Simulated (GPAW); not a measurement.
# The basis that the transmission of 1,4-phenylene between two Ag chains needs, part 2 of 2

Aim: T(E), conductance and thermopower of 1,4-phenylene between two Ag chains, and what cheaper settings cost in accuracy.

GPAW 26.7.0; GPAW LCAO, PAW setups; Landauer transmission from Green's functions with principal layers (ASE), zero bias.

So far, transmission at the Fermi level (one spin): step 2 (GPAW, dzp, PBE, GPAW) 0.566; step 3 (basis szp(dzp), PBE, GPAW) 0.300; step 4 (basis sz(dzp), PBE, GPAW) 0.287; step 5 (LDA) 0.621.

### Step 8. Broadening 0.01

The broadening keeps the Green's functions finite; too large a value absorbs electrons where channels are open and leaks them where none are.

This step: GPAW LCAO, PAW setups; Landauer transmission from Green's functions with principal layers (ASE), zero bias (GPAW 26.7.0).

File run.py:

```python
import json
import numpy as np
from ase import Atoms
from ase.transport.calculators import TransportCalculator
from gpaw import GPAW, FermiDirac
from gpaw.lcao.tools import get_lcao_hamiltonian
from scipy.linalg import eigh

# The junction with lead layers at both ends, along the third cell vector
device = Atoms(
    ['Ag', 'Ag', 'Ag', 'Ag', 'Ag', 'Ag', 'C', 'H', 'H', 'C', 'C', 'C', 'C', 'H', 'H', 'C', 'Ag', 'Ag', 'Ag', 'Ag', 'Ag', 'Ag'],
    positions=[
        [5.39909, 4.50000, 1.33000],
        [5.39909, 4.50000, 3.99000],
        [5.39909, 4.50000, 6.65000],
        [5.39909, 4.50000, 9.31000],
        [5.39909, 4.50000, 11.97000],
        [5.39909, 4.50000, 14.63000],
        [5.39909, 4.50000, 16.78000],
        [7.54818, 4.50000, 16.93405],
        [3.25000, 4.50000, 16.93405],
        [6.60705, 4.50000, 17.47741],
        [4.19114, 4.50000, 17.47741],
        [6.60705, 4.50000, 18.87224],
        [4.19114, 4.50000, 18.87224],
        [7.54818, 4.50000, 19.41560],
        [3.25000, 4.50000, 19.41560],
        [5.39909, 4.50000, 19.56965],
        [5.39909, 4.50000, 21.71965],
        [5.39909, 4.50000, 24.37965],
        [5.39909, 4.50000, 27.03965],
        [5.39909, 4.50000, 29.69965],
        [5.39909, 4.50000, 32.35965],
        [5.39909, 4.50000, 35.01965]],
    cell=[[10.79818, 0.0, 0.0], [0.0, 9.0, 0.0], [0.0, 0.0, 36.34965]],
    pbc=True)

# One principal layer of the lead: the first 4 atoms of the device
lead = Atoms(
    ['Ag', 'Ag', 'Ag', 'Ag'],
    positions=[
        [5.39909, 4.50000, 1.33000],
        [5.39909, 4.50000, 3.99000],
        [5.39909, 4.50000, 6.65000],
        [5.39909, 4.50000, 9.31000]],
    cell=[[10.79818, 0.0, 0.0], [0.0, 9.0, 0.0], [0.0, 0.0, 10.64]],
    pbc=True)

settings = dict(mode='lcao', basis='dzp', xc='PBE', h=0.2,
                occupations=FermiDirac(0.1), maxiter=250,
                mixer=dict(beta=0.1, nmaxold=8, weight=100.0),
                convergence=dict(density=0.0001))
energies = np.arange(-2, 2 + 1e-9, 0.05)
eta = 0.01
n1, n2 = 1, 1
# k and -k transmit alike, so half of the mesh across the current serves
mesh = [(i, j) for i in range(n1) for j in range(n2) if (i, j) <= (-i % n1, -j % n2)]
weights = np.array([1 if (i, j) == (-i % n1, -j % n2) else 2 for i, j in mesh]) / (n1 * n2)

# [... helper functions left out ...]
fermi_lead = ground_state(lead, (1, 1, 11), 'lead.txt')
fermi_device = ground_state(device, (1, 1, 2), 'device.txt')
# [... loop over the mesh left out, but for ...]
        # Shift the lead onto the potential of the device's first layer
        shift = ((H[:, 0, 0] - H0[:, 0, 0]) / S0[0, 0]).real.mean()
# [...]
kT = 8.617333e-5 * 500
bias = [0.1, 0.2, 0.5, 1.0, 1.5, 2.0]
# [... integrals and printing left out ...]
```

Launch:

```bash
OMP_NUM_THREADS=1 OPENBLAS_NUM_THREADS=1 python run.py
```

What it wrote:

```text
basis functions: device 422, principal layer 108
Fermi level: lead -3.9422 eV, device -3.9428 eV; lead shifted by 0.0000 eV
largest coupling past the next layer 3.56e-05 eV, largest misfit of the first layer 0.081 eV
  E-E_F (eV)   T (one spin)  [channel counts left out]
    -2.000    1.9288e-01
    -1.950    1.3986e-01
    -1.900    9.2865e-02
    -1.850    5.3127e-02
    -1.800    2.1692e-02
    -1.750    1.0226e-02
    -1.700    6.0911e-03
    -1.650    2.4994e-03
    -1.600    5.7070e-05
    -1.550    1.4027e-06
    -1.500    1.3411e-06
    -1.450    1.3499e-06
    -1.400    1.3688e-06
    -1.350    1.3940e-06
    -1.300    1.4237e-06
    -1.250    1.4506e-06
[...]
1.650    1.2489e-03
     1.700    9.9937e-04
     1.750    7.8638e-04
     1.800    6.0577e-04
     1.850    4.5461e-04
     1.900    3.2969e-04
     1.950    2.2839e-04
     2.000    1.4838e-04
conductance at 500 K: 0.46786 G0 a cell; thermopower 39.33 uV/K
current from the zero-bias T(E) at 0.1 V: 3.6276 uA
current from the zero-bias T(E) at 0.2 V: 7.2683 uA
current from the zero-bias T(E) at 0.5 V: 18.178 uA
current from the zero-bias T(E) at 1.0 V: 33.672 uA
current from the zero-bias T(E) at 1.5 V: 44.329 uA
current from the zero-bias T(E) at 2.0 V: 52.916 uA
```

Wall time 1.9 min (1 thread of Arm Neoverse V1, shared host); peak memory 1.5 GiB.

The run finished with changed settings (eta = 0.01); it serves as a test.

The two runs compared:

| quantity | this run | sound run | difference |
| --- | --- | --- | --- |
| conductance (G₀) | 0.46786 | 0.57081 | -0.103 |
| thermopower (μV/K) | 39.326 | 41.440 | -2.11 |
| transmission at the Fermi level (one spin) | 0.46532 | 0.56577 | -0.100 |

The two runs differ clearly in the conductance: 0.468 G₀ against 0.571 G₀.

### Step 9. Density threshold 1e-06, temperature 700: conv = 1e-06 and temperature = 700

The Hamiltonian is taken from the last density. The density threshold is one of the tests that end the cycle; the energy must settle too, so a loose value may not be the test that decides. Temperature enters only through the Fermi window.

run.py: that of step 8 with these lines changed.

```diff
@@ -51,5 +51,5 @@
                 mixer=dict(beta=0.1, nmaxold=8, weight=100.0),
-                convergence=dict(density=0.0001))
+                convergence=dict(density=1e-06))
 energies = np.arange(-2, 2 + 1e-9, 0.05)
-eta = 0.01
+eta = 0.0001
 n1, n2 = 1, 1
@@ -66,3 +66,3 @@
 # [...]
-kT = 8.617333e-5 * 500
+kT = 8.617333e-5 * 700
 bias = [0.1, 0.2, 0.5, 1.0, 1.5, 2.0]
```

What it wrote:

```text
basis functions: device 422, principal layer 108
Fermi level: lead -3.9422 eV, device -3.9430 eV; lead shifted by -0.0000 eV
largest coupling past the next layer 3.56e-05 eV, largest misfit of the first layer 0.081 eV
  E-E_F (eV)   T (one spin)  [channel counts left out]
    -2.000    2.8116e-01
    -1.950    2.0978e-01
    -1.900    1.4490e-01
    -1.850    8.8235e-02
    -1.800    3.9184e-02
    -1.750    1.5017e-02
    -1.700    9.6642e-03
    -1.650    4.7172e-03
    -1.600    3.3365e-07
    -1.550    1.4051e-10
    -1.500    1.3402e-10
    -1.450    1.3489e-10
    -1.400    1.3677e-10
    -1.350    1.3930e-10
    -1.300    1.4228e-10
    -1.250    1.4498e-10
[...]
1.650    1.3593e-03
     1.700    1.0867e-03
     1.750    8.5436e-04
     1.800    6.5750e-04
     1.850    4.9292e-04
     1.900    3.5703e-04
     1.950    2.4691e-04
     2.000    1.5997e-04
conductance at 700 K: 0.57351 G0 a cell; thermopower 52.42 uV/K
current from the zero-bias T(E) at 0.1 V: 4.446 uA
current from the zero-bias T(E) at 0.2 V: 8.9046 uA
current from the zero-bias T(E) at 0.5 V: 22.255 uA
current from the zero-bias T(E) at 1.0 V: 41.661 uA
current from the zero-bias T(E) at 1.5 V: 56.275 uA
current from the zero-bias T(E) at 2.0 V: 69.799 uA
```

Wall time 2.8 min (1 thread); peak memory 1.5 GiB.

Numbers from this step:

- conductance: 0.5735 G₀
- thermopower: 52.42 μV/K
- largest coupling past the next principal layer: 3.56e-5 eV
- largest misfit of the first principal layer: 0.08093 eV
- shift that aligns the lead: -8.07e-6 eV
- transmission at the Fermi level (one spin): 0.5663

One spin. The transmission, zone mean by energy, zero at the Fermi level:

| energy (eV) | transmission, zone mean |
| --- | --- |
| -2.000 | 0.281 |
| -1.800 | 0.0392 |
| -1.600 | 3.3e-7 |
| -1.400 | 1.4e-10 |
| -1.200 | 1.4e-10 |
| -1.000 | 0.424 |
| -0.900 | 0.989 |
| -0.800 | 0.761 |
| -0.600 | 0.646 |
| -0.400 | 0.899 |
| -0.300 | 0.993 |
| -0.200 | 0.955 |
| 0.000 | 0.566 |
| 0.200 | 0.234 |
| 0.400 | 0.0955 |
| 0.600 | 0.0441 |
| 0.800 | 0.0227 |
| 1.000 | 0.0123 |
| 1.200 | 0.00673 |
| 1.400 | 0.00352 |
| 1.600 | 0.00168 |
| 1.800 | 6.6e-4 |
| 2.000 | 1.6e-4 |

Not self-consistent under bias; the bias window is split evenly. Current through one cell, from the zero-bias transmission against bias:

| bias (V) | current through one cell, from the zero-bias transmission (μA) |
| --- | --- |
| 0.100 | 4.45 |
| 0.200 | 8.90 |
| 0.500 | 22.3 |
| 1.000 | 41.7 |
| 1.500 | 56.3 |
| 2.000 | 69.8 |

Transmission of the three most open eigenchannels against energy, zero at the Fermi level:

| energy (eV) | channel 1 | channel 2 | channel 3 |
| --- | --- | --- | --- |
| -2.00 | 0.229 | 0.0501 | 0.00160 |
| -1.85 | 0.0606 | 0.0271 | 5.4e-4 |
| -1.70 | 0.00966 | 1.2e-10 | 3.8e-12 |
| -1.60 | 3.3e-7 | 1.3e-10 | 0 |
| -1.45 | 1.3e-10 | 0 | 0 |
| -1.30 | 1.4e-10 | 0 | 0 |
| -1.15 | 1.2e-10 | 0 | 0 |
| -1.05 | 0.106 | 8.7e-8 | 0 |
| -0.90 | 0.989 | 7.8e-11 | 0 |
| -0.75 | 0.679 | 1.1e-10 | 0 |
| -0.60 | 0.646 | 1.2e-10 | 0 |
| -0.50 | 0.752 | 1.2e-10 | 0 |
| -0.35 | 0.959 | 1.2e-10 | 0 |
| -0.20 | 0.955 | 1.3e-10 | 0 |
| -0.05 | 0.678 | 1.3e-10 | 0 |
| 0.00 | 0.566 | 1.3e-10 | 0 |
| 0.05 | 0.462 | 1.3e-10 | 0 |
| 0.20 | 0.234 | 1.3e-10 | 0 |
| 0.35 | 0.118 | 1.3e-10 | 0 |
| 0.50 | 0.0639 | 1.4e-10 | 0 |
| 0.60 | 0.0441 | 1.4e-10 | 0 |
| 0.75 | 0.0266 | 1.4e-10 | 0 |
| 0.90 | 0.0167 | 1.4e-10 | 0 |
| 1.05 | 0.0106 | 1.4e-10 | 0 |
| 1.15 | 0.00784 | 1.4e-10 | 0 |
| 1.30 | 0.00491 | 1.4e-10 | 0 |
| 1.45 | 0.00296 | 1.4e-10 | 0 |
| 1.60 | 0.00168 | 1.4e-10 | 0 |
| 1.70 | 0.00109 | 1.4e-10 | 0 |
| 1.85 | 4.9e-4 | 1.4e-10 | 0 |
| 2.00 | 1.6e-4 | 1.4e-10 | 0 |

With these changes, and at 700 K in place of 500 K, the conductance is 0.574 G₀ against 0.571 in the dzp run; T at the Fermi level, which temperature doesn't enter, is 0.566 against 0.566.

### Step 10. Results

```
conductance                                        : 0.571 G₀
transmission at the Fermi level, mean of the spins : 0.566
thermopower                                        : 41.4 μV/K
```

In the dzp basis the junction conducts 0.571 G₀ at 500 K, with T = 0.566 a spin at the Fermi level; no smaller basis tried comes within 10 % of that conductance. At the Fermi level one eigenchannel carries the current (0.57). The positive thermopower says that the thermally weighted transmission is larger below the Fermi level, as for hole-like transport. Measured against the first run (dzp), the nearest curve is that of dzp-LDA (r.m.s. 0.045) and the farthest that of sz (0.30). Over the compared runs wall time goes from 52 s (sz) to 114 s (dzp), on a shared host. The geometry was built from estimated bond lengths and not relaxed, so the numbers describe this model structure. The chain lies on the anchor's axis and its one channel at the Fermi level has σ symmetry, so it cannot couple to the molecule's π orbitals; what passes goes through σ states, and a tilted or bulk contact would conduct differently. An evenly spaced straight chain is an idealisation: free chains tend to dimerise, zigzag or, where a band edge lies near the Fermi level, turn magnetic. The currents use the zero-bias T(E) throughout, which holds only while the bias is small against the distance to the nearest feature.

[Logs are printed without paths, hosts, clocks, repeated set-up lines and the standing remarks that a program may print on its own settings, such as how far it seeks lower states.]

[Hosts, paths, dates, database ids (printed as entryN), source tags and the programs' standing remarks are cut or masked in the printed files.]
